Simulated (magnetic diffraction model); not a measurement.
# Er3SiGe12Ru4: what an assumed order does to the neutron pattern

Space group Pm-3n (no. 223), a = 9.0220 Å.

```csv
site,atom,x,y,z
6c,Er,1/4,0,1/2
8e,Ru,3/4,3/4,3/4
24k,Ge,0,0.8512,0.6862
2a,Si,0,0,0
```

This is a made-up structure (elements placed in a structure type, unrelaxed), so the numbers test the method and describe no known phase.

Only Er is taken to order (form factors of Er3+); orders and moment sizes are assumed, and not adapted to the symmetry. Radiation: neutrons of λ = 2.567 Å, 8° to 75°; isotropic B of 0.51 Å² (Er), 0.57 Å² (Ru), 0.79 Å² (Ge) and 0.98 Å² (Si). Simulated constant-wavelength pattern: nuclear and magnetic terms add, the magnetic one as |2.695 fm × Σ f S⊥ exp(2πi Q·r) exp(−B s²)|², summed over all Q at one angle with the factor 1/(sin²θ cos θ). For collinear order S is the moment m, which repeats by lattice and centring translations R with the sign exp(−2πi k·R). Free-ion form factors, Sears's scattering lengths of 1992, no absorption; a label names one of the reflections at its angle. The strongest nuclear line in the range is 100, and lines under 0.2 are left out.

Assume the order k = (1/2 0 0), collinear moments along [111], 6.8 μB on Er; signs + at (1/4, 0, 1/2), + at (1/2, 3/4, 0), + at (0, 1/2, 1/4), − at (3/4, 0, 1/2), + at (1/2, 1/4, 0), + at (0, 1/2, 3/4).

Predict the pattern, nuclear and magnetic parts apart.

```csv
2θ (°),index,nuclear,magnetic
8.16,(1/2 0 0),0.0,74.2
18.30,(1/2 1 0),0.0,11.8
23.21,(1 1 0),1.4,0.0
24.64,(3/2 0 0),0.0,6.3
29.72,(3/2 1 0),0.0,12.3
33.06,(2 0 0),4.1,0.0
34.11,(1/2 2 0),0.0,12.6
37.10,(2 1 0),0.3,0.0
38.05,(1/2 2 1),0.0,14.7
40.79,(2 1 1),1.3,0.0
41.67,(5/2 0 0),0.0,7.7
45.05,(5/2 1 0),0.0,8.9
48.24,(5/2 1 1),0.0,3.2
51.27,(1/2 3 0),0.0,1.4
53.47,(3 1 0),5.7,0.0
54.19,(5/2 2 0),0.0,11.9
57.00,(5/2 2 1),0.0,5.5
59.05,(2 2 2),5.9,0.0
59.73,(7/2 0 0),0.0,2.6
61.72,(3 2 0),100.0,0.0
62.38,(7/2 1 0),0.0,6.2
64.32,(3 2 1),32.6,0.0
64.96,(7/2 1 1),0.0,4.9
67.50,(5/2 3 0),0.0,3.9
69.37,(4 0 0),16.6,0.0
69.99,(7/2 2 0),0.0,7.0
71.83,(4 1 0),20.5,0.0
72.44,(7/2 2 1),0.0,5.3
74.25,(3 3 0),8.9,0.0
74.85,(3/2 4 0),0.0,1.3
```

The strongest magnetic line in the range is (1/2 0 0) at 8.16° (74.2). On top of the Lorentz factor, which all lines share, magnetic lines fade with angle because f falls: for Er3+ it is 0.96, 0.86, 0.73 and 0.47 at sin θ/λ = 0.1, 0.2, 0.3 and 0.5 Å⁻¹, while nuclear lengths stay constant. The order has no net moment.

[Logs are printed without paths, hosts, clocks, repeated set-up lines and the standing remarks that a program may print on its own settings, such as how far it seeks lower states.]
